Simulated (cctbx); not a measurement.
## Which space group?

Cell: a = 7.8140 Å, b = 7.8140 Å, c = 3.7460 Å, α = 90.00°, β = 90.00°, γ = 90.00°. Expected content of the cell: Sm4 Sn2 Zn4.

The data are simulated with cctbx, not measured: Cu Kα, λ = 1.54184 Å, to d = 0.8 Å, 95 % of the full sphere, strongest reflection 20000 counts, noise from counting, a 2 % proportional error and a noise floor of 8 counts (s.d.); no absorption.

Tests on the unmerged data give:

```text
1786 reflections to d = 0.803 A
centring   violations  <I/sigma> of those
    A        690 of   889     17.6
    B        687 of   886     17.7
    C        615 of   901     15.0
    I        727 of   900     17.8
    R        947 of  1187     17.7
    F        996 of  1338     16.7
Laue class    unique    Rint  (classes that these axes allow; Friedel mates merged)
P -1              938   0.020
P 1 2/m 1         509   0.023
P 1 1 2/m         544   0.023
P 2/m 1 1         509   0.023
P m m m           312   0.025
P 4/m             274   0.024
P 4/m m m         171   0.026
space group    extra absences  I>4sigma  <I/sigma>
P 4 2 2                 0          0         -  acentric
P 4 21 2               19          0       0.1  acentric
P 4 m m                 0          0         -  acentric
P 4 b m               141          0      -0.1  acentric
P -4 2 m                0          0         -  acentric
P -4 21 m              19          0       0.1  acentric
P -4 m 2                0          0         -  acentric
P -4 b 2              141          0      -0.1  acentric
P 4/m m m               0          0         -  centric
P 4/m b m             141          0      -0.1  centric
Wilson B = 1.22 A^2   <|E^2-1|> = 0.780 (0.968 centric, 0.736 acentric)   E^2>4: 0.6 %
shell (A)         n   <I/sigma>
 7.81 - 1.60     29     56.4
 1.60 - 1.27     22     72.3
 1.27 - 1.11     21     47.2
 1.11 - 1.01     22     62.5
 1.01 - 0.94     16     46.3
 0.94 - 0.88     21     43.4
 0.88 - 0.84     21     43.2
 0.84 - 0.80     19     44.6
```

**Question.** What are the lattice type, the Laue class and the likely space group?

Every centring test has many violations, so the lattice is primitive.

Rint stays low (0.020 to 0.026) up to P 4/m m m, the highest class in these axes.

10 settings pass the absence test. The most absences obeyed, 141, belong to P 4 b m, P -4 b 2 and P 4/m b m, which absences can't tell apart.

⟨|E²−1|⟩ = 0.780 leans to a non-centrosymmetric structure. Here that hint misleads: the statistic assumes many like atoms on general positions, and few, heavy or special-position atoms break it. The Wilson B of 1.22 Å² means U ≈ 0.0155 Å².

The true group is P4/mbm (no. 127), Laue class 4/mmm, centrosymmetric. The tables only narrow the choice to the tied entries; cell content, site symmetry and trial solutions must settle it.

The model is made up (kin elements in a known structure type, no relaxation), so it says nothing on whether the phase exists.

[Logs are printed without paths, hosts, clocks, repeated set-up lines and the standing remarks that a program may print on its own settings, such as how far it seeks lower states.]
